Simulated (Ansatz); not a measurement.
# SnSe2 (P-3m1): converging the G0W0 gap

Wanted: a G0W0 gap for SnSe2 (P-3m1) that is converged in bands and cutoff, or an estimate of the limit.

Method: G0W0 on PBE, plane waves, PAW; PAW set soft_1, in Ansatz 0.2.0.

## 1. Set-up

The structure is trigonal, space group P-3m1 (No. 164). Conventional cell: a = 3.811 Å, b = 3.811 Å, c = 6.136 Å, α = 90.00°, β = 90.00°, γ = 120.00°. Sn has 6 Se at 2.72 Å nearest. Nearest to Se lie 3 Sn at 2.72 Å. Farther neighbours and most contacts between anions are not listed.

Geometry: measured cell, ions relaxed with PBE. The runs that relaxed it are not among those shown.

## 2. 81 empty bands, screening to 60 eV

Now the one-shot GW correction: screening in the RPA, then the self-energy of the levels asked for. This step takes PAW set soft_1 files.

input.yaml reads:

```yaml
crystal:
  lattice:
    - [3.811, 0.0, 0.0]
    - [-1.9055, 3.3004228138, 0.0]
    - [0.0, 0.0, 6.136]
  atoms:
    - { symbol: Sn, position: [0.0, 0.0, 0.0] }
    - { symbol: Se, position: [0.3333333333, 0.6666666667, 0.2614399677] }
    - { symbol: Se, position: [0.6666666667, 0.3333333333, 0.7385600323] }
kpoints:
  mp_grid: { grid: [6, 6, 4] }
hamiltonian:
  xc: pbe
  pseudopotentials: { kind: paw, azcp: { folder: soft_1 } }
scf:
  occupations: { method: fixed }
gw:
  n_empty_bands: 81
  ecut_chi: 60
  qp_bands: [v2, c2]
  qp_kpoints: band_edges
  screening: { model: contour_deformation }
```

Launch:

```console
$ ansatz run input.yaml --threads 3 --pin off --max-ram 92160MiB --backend cuda --events-out ev --progress --plain --runs-dir out --devices 1 --max-vram 13GiB
```

Numbers of over 12 decimals in the logs are rounded to 6 here.

Log:

```text
GPUs: using 1 of 1 available (devices: 1).
Engine: ansatz 0.2.0, x86_64-unknown-linux-gnu
Pseudopotentials: kind: paw
Pseudopotential: Sn, paw, valence charge 14, recommended cutoff 420 eV (normal), soft_1/Sn.paw.azcp
Pseudopotential: Se, paw, valence charge 16, recommended cutoff 420 eV (normal), soft_1/Se.paw.azcp
Functional definition: PBE
  parameter kappa = 0.804
  parameter beta = 0.066725
  exchange = pbe_x(kappa = kappa, mu = beta*pi^2/3)
  correlation = pbe_c(beta = beta)
device memory: the entry about to start is reckoned to put 0.9 GiB on a device that reports 55.6 GiB free (of which the cap on the GPU budget leaves the run 13.0 GiB)
GPU FFT provider: cuFFT
GPU libraries: cuBLAS 13.8.2, cuFFT 12.4.0, cuSOLVER 12.3.4
Crystal: 3 atoms, lattice volume = 77.178 Å³
Basis set: ecut = 420 eV, 1485 PW (Γ)
Bands: 28, of which v1, the nominal top of the filled ones, is band 23 counted from 1 (22 counted from 0)
Symmetry: 12 space group operations
Space group: P-3m1 (ITA 164), of the structure as read, at distance tolerance 4.3e-5 Å
k-points: 24 of 144
Non-local potential: Sn, projectors of the file, l = 0: 2, l = 1: 2, l = 2: 2, l = 3: 1
Non-local potential: Se, projectors of the file, l = 0: 2, l = 1: 2, l = 2: 3, l = 3: 1
PAW form: soft (Blöchl's): semilocal exchange-correlation on the pseudo side does not see the compensation charge
PAW one-centre angular grid: Sn, 590 points (default); XC on 64 Gauss nodes
PAW one-centre angular grid: Se, 590 points (default); XC on 64 Gauss nodes
Initial density: superposition of atomic densities (chi_scale 0.1, normalization cell, long waves kept (reshape's long-wave potential 0.10 eV rms))
Initial wavefunctions: pseudopotential atomic-orbital guess
GPU buffer pool allocated for 32805 grid points (all kernels)
GPU transforms: local potential and band sums: pruned to the plane-wave sphere, on 25×25×45
Functional: x = pbe(κ = 0.804, μ = 0.219515), c = pbe(β = 0.066725)
SCF iter   1: F=—  HF=-16963.819844 eV  |F-HF|=—  |Δ(HF+E_count)|=         —  Δρ=3.23e-2  dr2=1.66e0  ethr=3.10e-3  ⟨swp⟩=5.0  Hψ=2578  notcnv=0  defer=67
preconditioner: auto → Resta (q_TF=auto, 2.503 Å⁻¹)  ε∞=4.0  [insulator: Δε(μ)=0.558 eV  Ē_g=9.780 eV  n_scr=22 (ndim 8)  ℏωp=16.9 eV  f_vac=0.027  ε∞_Penn≈4.0]
SCF iter   2: F=—  HF=-16963.468601 eV  |F-HF|=—  |Δ(HF+E_count)|=   3.51e-1  Δρ=1.63e-2  dr2=2.35e-1  ethr=3.10e-3  ⟨swp⟩=2.0  Hψ=969  notcnv=0  defer=29
SCF iter   3: F=—  HF=-16963.418506 eV  |F-HF|=—  |Δ(HF+E_count)|=   5.01e-2  Δρ=5.34e-3  dr2=1.81e-2  ethr=5.11e-4  ⟨swp⟩=2.0  Hψ=809  notcnv=0  defer=67
SCF iter   4: F=—  HF=-16963.418566 eV  |F-HF|=—  |Δ(HF+E_count)|=   5.98e-5  Δρ=1.08e-3  dr2=1.38e-3  ethr=3.94e-5  ⟨swp⟩=2.0  Hψ=1246  notcnv=0  defer=69
SCF iter   5: F=—  HF=-16963.418715 eV  |F-HF|=—  |Δ(HF+E_count)|=   1.49e-4  Δρ=5.19e-4  dr2=2.09e-4  ethr=3.00e-6  ⟨swp⟩=2.0  Hψ=1251  notcnv=0  defer=69
SCF iter   6: F=—  HF=-16963.419029 eV  |F-HF|=—  |Δ(HF+E_count)|=   3.14e-4  Δρ=1.36e-4  dr2=1.78e-5  ethr=4.55e-7  ⟨swp⟩=3.0  Hψ=1251  notcnv=0  defer=69
SCF iter   7: F=—  HF=-16963.419063 eV  |F-HF|=—  |Δ(HF+E_count)|=   3.41e-5  Δρ=4.07e-5  dr2=1.22e-6  ethr=3.88e-8  ⟨swp⟩=2.2  Hψ=1048  notcnv=0  defer=30
SCF iter   8: F=-16963.419068 eV  HF=-16963.419068 eV  |F-HF|=1.94e-7  |Δ(HF+E_count)|=   4.23e-6  Δρ=7.68e-6  dr2=8.43e-8  ethr=2.17e-10  ⟨swp⟩=7.8  Hψ=3157  notcnv=0
SCF 1 converged in 8 iterations: F = -16963.419068 eV  dr2 = 8.43e-8
  greatest PAW one-centre occupation: 1.000 electrons in one spin orbital (limit 2), on the Se atom at site 1 (counted from 0), in its partial waves of l = 2
device memory: the entry about to start is reckoned to put 0.9 GiB (of the 1.0 GiB reckoned in all, the device holds 0.1 GiB already) on a device that reports 57.1 GiB free (of which the cap on the GPU budget leaves the run 12.9 GiB)
NSCF: frozen V_eff on 24 k-points, pencils in batches of 32, up to order 112
the band table was solved once the SCF had ended and its energy, with any forces and stress, was formed, with the checks that follow a solve (2950 applications of the Hamiltonian). They found nothing against the state; the energy, forces and stress were not computed again (output.eigenvalues in the input reference)
device memory: the entry about to start is reckoned to put 2.4 GiB on a device that reports 56.7 GiB free (of which the cap on the GPU budget leaves the run 13.0 GiB)
NSCF: frozen V_eff on 24 k-points
G₀W₀ screening: q 1/24
[... further progress lines ...]
SCF converged after 8 iterations
Free energy (F): -16963.419068 eV
Harris-Foulkes:  -16963.419068 eV  (|F-HF|=1.94e-7)
Internal energy: -16963.419068 eV  (E = F + TS)
E sigma→0 (E₀):  -16963.419068 eV
Fermi energy:    7.889192 eV
--- Per-component energies (eV) ---
  E_band       = -866.895779
  E_kinetic    = 390.072394
  E_local      = -6546.994536  (includes V_loc(G=0)·N_el)
  E_nonlocal   = -563.583126
  E_hartree    = 3408.579802
  E_xc         = -295.618973
  E_vxc        = -260.578555  (∫ρ·V_xc dr)
  E_paw        = -8631.685862  (= ΣΔE_a)
  E_vpaw       = -702.965635  (= ΣTr[D̂ρ^β])
  E_aug_tail   = -0.000477  (compensation charges beyond the density's cutoff)
  E_ewald      = -4724.188291
  E_smearing   = -0.000000  (= −TS)
  E_closure    = 0.000000  (closes the sum)
  Σ components = -16963.419068   (vs F -16963.419068, Δ=0.00e0)
--- Band table (eV; the first three rows and the last of 24) ---
  k-point 0: bands = [... 19 lower, 7.4043, 7.6111, 7.6111, 7.7880, 8.8794, 11.0728, 12.6065, 12.6065, ... 1 higher]
  k-point 1: bands = [... 19 lower, 7.3180, 7.3180, 7.7348, 7.7348, 9.8595, 11.0538, 12.4424, 12.4424, ... 1 higher]
  k-point 2: bands = [... 19 lower, 7.2669, 7.2669, 7.8248, 7.8248, 10.4989, 10.9428, 12.2884, 12.2884, ... 1 higher]
  k-point 23: bands = [... 19 lower, 3.7758, 4.2254, 7.5327, 7.5327, 10.1903, 12.2199, 12.2199, 13.7625, ... 1 higher]
--- G₀W₀: contour deformation, 7 samples at zero and on the imaginary axis and 2 off it, 144 q-points, 81 empty bands' worth ---
  eigenvalues of the whole cell's RPA ε∞ on this k-mesh (on a slab, of 1 + 4πα/V) = 11.0273, 14.4828, 14.4828; static W/v taken at q = 0 is 0.074069
  bands read: the sum over 104 bands ends inside a degenerate multiplet in 4 slots, whose members it reads at an even weight; the widest, k=0: bands 104 to 105 (counted from 1) at 1/2 each
  gw.qp_kpoints: band_edges: 19 of 24 stored k-points solved, in 1 pass; an edge of the gap read off the rows below is read off those points alone
    valence top: of the k-points left out ik 20 came nearest to being solved in a further pass, in band 23 (counted from 1, as in the quasiparticle table): it holds the edge there only if its correction is more favourable than any solved in that band by at least 0.509 eV; those differ by 0.120 eV
    conduction bottom: of the k-points left out ik 17 came nearest to being solved in a further pass, in band 24 (counted from 1, as in the quasiparticle table): it holds the edge there only if its correction is more favourable than any solved in that band by at least 0.705 eV; those differ by 0.199 eV
    ik  band        ε_KS         Σx   Σc(E_QP)       V_xc       Z   E_QP_lin       E_QP  E_QP is
     0    22      7.6111   -17.4925     2.0011   -15.4207  0.7259     7.5403     7.5405  root
     0    23      7.7880   -17.6626     2.0429   -15.5492  0.7346     7.7174     7.7176  root
     0    24      8.8794   -11.9369    -2.7665   -15.2112  0.7729     9.3918     9.3872  root
     0    25     11.0728    -8.1307    -3.7853   -12.2763  0.7757    11.4365    11.4332  root
     1    22      7.7348   -17.5248     1.9272   -15.5328  0.7306     7.6700     7.6701  root
     1    23      7.7348   -17.5248     1.9272   -15.5328  0.7306     7.6700     7.6701  root
     1    24      9.8595   -12.3035    -2.9084   -15.7335  0.7577    10.3883    10.3811  root
     1    25     11.0538    -8.4206    -3.7896   -12.5975  0.7741    11.4447    11.4411  root
     2    22      7.8248   -17.5792     1.8845   -15.6365  0.7326     7.7665     7.7666  root
     2    23      7.8248   -17.5792     1.8845   -15.6365  0.7326     7.7665     7.7666  root
     2    24     10.4989   -12.1991    -3.3260   -16.0953  0.7420    11.0771    11.0690  root
     2    25     10.9428    -8.4389    -3.7824   -12.6179  0.7775    11.3433    11.3393  root
     3    22      7.8506   -17.5409     2.0002   -15.4579  0.7342     7.7677     7.7679  root
     3    23      7.8876   -17.6227     1.9217   -15.6402  0.7335     7.8268     7.8269  root
     3    24     10.1145   -12.3934    -3.0743   -16.0188  0.7403    10.6727    10.6655  root
     3    25     11.6583    -8.3555    -3.9073   -12.6622  0.7726    12.0607    12.0578  root
     4    22      7.0498   -17.2629     2.2596   -14.8789  0.7160     6.9248     6.9254  root
     4    23      7.6605   -17.4932     2.0396   -15.3727  0.7278     7.5795     7.5796  root
     4    24      9.8301   -11.6800    -3.0218   -15.2000  0.7473    10.3344    10.3283  root
     4    25     12.1607    -8.8050    -4.0267   -13.2870  0.7676    12.6205    12.6159  root
     5    22      6.7748   -16.9005     2.2745   -14.4885  0.7037     6.6365     6.6374  root
     5    23      7.6565   -17.3821     1.9864   -15.3133  0.7278     7.5739     7.5741  root
     5    24     10.0113   -11.4089    -3.1828   -15.0938  0.7458    10.5193    10.5134  root
     5    25     12.1469    -9.2525    -4.0083   -13.7535  0.7692    12.6446    12.6396  root
[...]
21    22      6.1627   -16.4924     2.7005   -13.6135  0.6788     5.9835     5.9842  root
    21    23      6.1627   -16.4924     2.7005   -13.6135  0.6788     5.9835     5.9842  root
    21    24      8.9037   -10.5743    -2.7946   -13.7398  0.7570     9.2774     9.2746  root
    21    25     14.1574    -9.6104    -4.7135   -14.8653  0.6998    14.7077    14.6987  root
    23    22      7.5327   -17.3922     2.0780   -15.1997  0.7260     7.4177     7.4182  root
    23    23      7.5327   -17.3922     2.0780   -15.1997  0.7260     7.4177     7.4182  root
    23    24     10.1903   -11.9121    -3.4296   -15.8864  0.7187    10.7462    10.7350  root
    23    25     12.2199    -7.9741    -3.9399   -12.2840  0.7753    12.5920    12.5899  root
```

The job ended after 22 s (1 × NVIDIA H100 80GB HBM3 (shared by 6 runs) with 3 threads of AMD EPYC 7R13 (Zen 3), shared host; peak memory 1.1 GiB; 17 s of CPU time).

Numbers from this step:

```yaml
bands_summed: 104
rpa_eps_infinity_on_this_mesh_eigenvalues: 11.03, 14.48, 14.48
plane_waves_in_the_screening_matrix: 97
q_points_in_the_mesh: 144
g0w0_gap_on_the_mesh: 1.140 eV
k_of_the_valence_top: 0, 0.1667, 0
k_of_the_conduction_bottom: 0, -0.5, -0.5
starting_gap_on_the_mesh: 0.7024 eV
z_at_the_valence_top: 0.7335
z_at_the_conduction_bottom: 0.7560
least_direct_g0w0_gap_on_the_computed_points: 1.670 eV
```

The gap on the mesh goes from 0.70 eV to 1.14 eV, a correction of +0.44 eV. Between the two edge states, bare exchange in place of the xc potential would open the gap by 4.85 eV, and correlation takes back 4.41 eV.

## 3. 230 empty bands, screening to 120 eV

Bands and screening cutoff are moved together, since each hides the error of the other.

Changes to input.yaml since step 2:

```diff
@@ -17,4 +17,4 @@
 gw:
-  n_empty_bands: 81
-  ecut_chi: 60
+  n_empty_bands: 230
+  ecut_chi: 120
   qp_bands: [v2, c2]
```

Log:

```text
GPUs: using 1 of 1 available (devices: 1).
[...]
GPU FFT provider: cuFFT
GPU libraries: cuBLAS 13.8.2, cuFFT 12.4.0, cuSOLVER 12.3.4
Crystal: 3 atoms, lattice volume = 77.178 Å³
Basis set: ecut = 420 eV, 1485 PW (Γ)
Bands: 28, of which v1, the nominal top of the filled ones, is band 23 counted from 1 (22 counted from 0)
Symmetry: 12 space group operations
[...]
k-points: 24 of 144
[...]
GPU buffer pool allocated for 32805 grid points (all kernels)
[...]
SCF iter   1: F=—  HF=-16963.819844 eV  |F-HF|=—  |Δ(HF+E_count)|=         —  Δρ=3.23e-2  dr2=1.66e0  ethr=3.10e-3  ⟨swp⟩=5.0  Hψ=2578  notcnv=0  defer=67
[...]
SCF iter   8: F=-16963.419068 eV  HF=-16963.419068 eV  |F-HF|=1.94e-7  |Δ(HF+E_count)|=   4.23e-6  Δρ=7.68e-6  dr2=8.43e-8  ethr=2.17e-10  ⟨swp⟩=7.8  Hψ=3157  notcnv=0
SCF 1 converged in 8 iterations: F = -16963.419068 eV  dr2 = 8.43e-8
[...]
NSCF: frozen V_eff on 24 k-points, pencils in batches of 32, up to order 112
[...]
NSCF: frozen V_eff on 24 k-points
G₀W₀ screening: q 1/24
[... further progress lines ...]
SCF converged after 8 iterations
Free energy (F): -16963.419068 eV
[...]
Internal energy: -16963.419068 eV  (E = F + TS)
E sigma→0 (E₀):  -16963.419068 eV
Fermi energy:    7.889192 eV
[...]
--- Band table (eV; the first three rows and the last of 24) ---
  k-point 0: bands = [... 19 lower, 7.4043, 7.6111, 7.6111, 7.7880, 8.8794, 11.0728, 12.6065, 12.6065, ... 1 higher]
  k-point 1: bands = [... 19 lower, 7.3180, 7.3180, 7.7348, 7.7348, 9.8595, 11.0538, 12.4424, 12.4424, ... 1 higher]
  k-point 2: bands = [... 19 lower, 7.2669, 7.2669, 7.8248, 7.8248, 10.4989, 10.9428, 12.2884, 12.2884, ... 1 higher]
  k-point 23: bands = [... 19 lower, 3.7758, 4.2254, 7.5327, 7.5327, 10.1903, 12.2199, 12.2199, 13.7625, ... 1 higher]
[...]
0    22      7.6111   -17.4925     1.6488   -15.4207  0.7215     7.1810     7.1883  root
     0    23      7.7880   -17.6626     1.6583   -15.5492  0.7305     7.3263     7.3331  root
     0    24      8.8794   -11.9369    -3.1384   -15.2112  0.7699     9.0155     9.0152  root
     0    25     11.0728    -8.1307    -4.0547   -12.2763  0.7749    11.1639    11.1637  root
     1    22      7.7348   -17.5248     1.5659   -15.5328  0.7261     7.3025     7.3088  root
     1    23      7.7348   -17.5248     1.5659   -15.5328  0.7261     7.3025     7.3088  root
     1    24      9.8595   -12.3035    -3.3000   -15.7335  0.7539     9.9900     9.9895  root
     1    25     11.0538    -8.4206    -4.0705   -12.5975  0.7730    11.1605    11.1602  root
[...]
23    22      7.5327   -17.3922     1.7299   -15.1997  0.7218     7.0616     7.0702  root
    23    23      7.5327   -17.3922     1.7299   -15.1997  0.7218     7.0616     7.0702  root
    23    24     10.1903   -11.9121    -3.8127   -15.8864  0.7150    10.3523    10.3518  root
    23    25     12.2199    -7.9741    -4.2169   -12.2840  0.7711    12.3130    12.3128  root
```

It took 28 s on 1 × NVIDIA H100 80GB HBM3 (shared by 6 runs) with 3 threads; peak memory 1.5 GiB; 33 s of CPU time.

Numbers from this step:

```yaml
bands_summed: 253
rpa_eps_infinity_on_this_mesh_eigenvalues: 11.01, 14.42, 14.42
plane_waves_in_the_screening_matrix: 245
q_points_in_the_mesh: 144
g0w0_gap_on_the_mesh: 1.168 eV
k_of_the_valence_top: 0, 0.1667, -0.25
k_of_the_conduction_bottom: 0, -0.5, -0.5
starting_gap_on_the_mesh: 0.7024 eV
z_at_the_valence_top: 0.7291
z_at_the_conduction_bottom: 0.7526
least_direct_g0w0_gap_on_the_computed_points: 1.682 eV
```

Against the run with 6×6×4 mesh, 81 empty bands, screening to 60 eV, PAW set soft_1 files, the gap moves by +0.03 eV.

## 4. 495 empty bands, screening to 200 eV

Changes to input.yaml since step 3:

```diff
@@ -17,4 +17,4 @@
 gw:
-  n_empty_bands: 230
-  ecut_chi: 120
+  n_empty_bands: 495
+  ecut_chi: 200.0
   qp_bands: [v2, c2]
```

Log:

```text
GPUs: using 1 of 1 available (devices: 1).
[...]
GPU FFT provider: cuFFT
GPU libraries: cuBLAS 13.8.2, cuFFT 12.4.0, cuSOLVER 12.3.4
Crystal: 3 atoms, lattice volume = 77.178 Å³
Basis set: ecut = 420 eV, 1485 PW (Γ)
Bands: 28, of which v1, the nominal top of the filled ones, is band 23 counted from 1 (22 counted from 0)
Symmetry: 12 space group operations
[...]
k-points: 24 of 144
[...]
1    25     11.0538    -8.4206    -4.1999   -12.5975  0.7724    11.0308    11.0308  root
[...]
23    22      7.5327   -17.3922     1.5805   -15.1997  0.7215     6.9058     6.9207  root
    23    23      7.5327   -17.3922     1.5805   -15.1997  0.7215     6.9058     6.9207  root
    23    24     10.1903   -11.9121    -3.9945   -15.8864  0.7134    10.1701    10.1701  root
    23    25     12.2199    -7.9741    -4.3343   -12.2840  0.7712    12.1955    12.1955  root
[key lines of the parts left out:]
SCF converged after 8 iterations
Free energy (F): -16963.419068 eV
Fermi energy:    7.889192 eV
```

The job ended after 52 s (1 × NVIDIA H100 80GB HBM3 (shared by 6 runs) with 3 threads; peak memory 2.6 GiB).

This step gave:

```yaml
bands_summed: 518
rpa_eps_infinity_on_this_mesh_eigenvalues: 11.01, 14.42, 14.42
plane_waves_in_the_screening_matrix: 525
g0w0_gap_on_the_mesh: 1.164 eV
k_of_the_valence_top: 0, 0.1667, -0.25
k_of_the_conduction_bottom: 0, -0.5, -0.5
starting_gap_on_the_mesh: 0.7024 eV
least_direct_g0w0_gap_on_the_computed_points: 1.651 eV
```

Against the run with 6×6×4 mesh, 230 empty bands, screening to 120 eV, PAW set soft_1 files, the gap moves by −0.004 eV.

## 5. Changing the k mesh: 6×6×2 mesh, 230 empty bands, screening to 120 eV, PAW set soft_1 files

Only the mesh changes. It samples the long-range screening, which converges on its own terms. Bands and cutoff differ from the step before, so it is read against an earlier run that matches them.

Changes to input.yaml since step 4:

```diff
@@ -10,3 +10,3 @@
 kpoints:
-  mp_grid: { grid: [6, 6, 4] }
+  mp_grid: { grid: [6, 6, 2] }
 hamiltonian:
@@ -17,4 +17,4 @@
 gw:
-  n_empty_bands: 495
-  ecut_chi: 200.0
+  n_empty_bands: 230
+  ecut_chi: 120
   qp_bands: [v2, c2]
```

Log:

```text
GPUs: using 1 of 1 available (devices: 1).
[...]
GPU FFT provider: cuFFT
GPU libraries: cuBLAS 13.8.2, cuFFT 12.4.0, cuSOLVER 12.3.4
Crystal: 3 atoms, lattice volume = 77.178 Å³
Basis set: ecut = 420 eV, 1485 PW (Γ)
Bands: 28, of which v1, the nominal top of the filled ones, is band 23 counted from 1 (22 counted from 0)
Symmetry: 12 space group operations
[...]
k-points: 14 of 72
[...]
1    25     10.9433    -8.4641    -4.0430   -12.6173  0.7756    11.0538    11.0535  root
[...]
13    22      7.5312   -17.4529     1.7963   -15.1998  0.7173     7.0652     7.0746  root
    13    23      7.5312   -17.4529     1.7963   -15.1998  0.7173     7.0652     7.0746  root
    13    24     10.1897   -11.8843    -3.8467   -15.8868  0.7089    10.3454    10.3455  root
    13    25     12.2193    -7.9169    -4.2766   -12.2837  0.7580    12.3098    12.3095  root
[key lines of the parts left out:]
SCF converged after 8 iterations
Free energy (F): -16963.426708 eV
Fermi energy:    7.886472 eV
```

The job ended after 15 s (1 × NVIDIA H100 80GB HBM3 (shared by 6 runs) with 3 threads; peak memory 1.3 GiB; 15 s of CPU time).

Numbers from this step:

```
bands summed                                 : 253
RPA ε∞ on this mesh (eigenvalues)            : 10.91, 13.80, 13.80
plane waves in the screening matrix          : 245
G0W0 gap on the mesh                         : 1.173 eV
k of the valence top                         : 0, 0.1667, 0
k of the conduction bottom                   : 0, -0.5, -0.5
starting gap on the mesh                     : 0.7046 eV
least direct G0W0 gap on the computed points : 1.679 eV
```

Against the run with 6×6×4 mesh, 230 empty bands, screening to 120 eV, PAW set soft_1 files, the gap moves by +0.005 eV. A band edge is found at another k point on this mesh.

[end of part 1 of 2]

[Paths, hosts, dates, memory and timing lines, banners, echoed tables and standing remarks are left out of the program output.]

[Logs are printed without paths, hosts, clocks, repeated set-up lines and the standing remarks that a program may print on its own settings, such as how far it seeks lower states.]

[Runs of the session that timed out or met a known fault of the program may be left out.]

[Cells called generated may have been cut or substituted from an entry of the Crystallography Open Database or the Materials Project.]

[Hosts, paths, dates, database ids (printed as entryN), source tags and the programs' standing remarks are cut or masked in the printed files.]
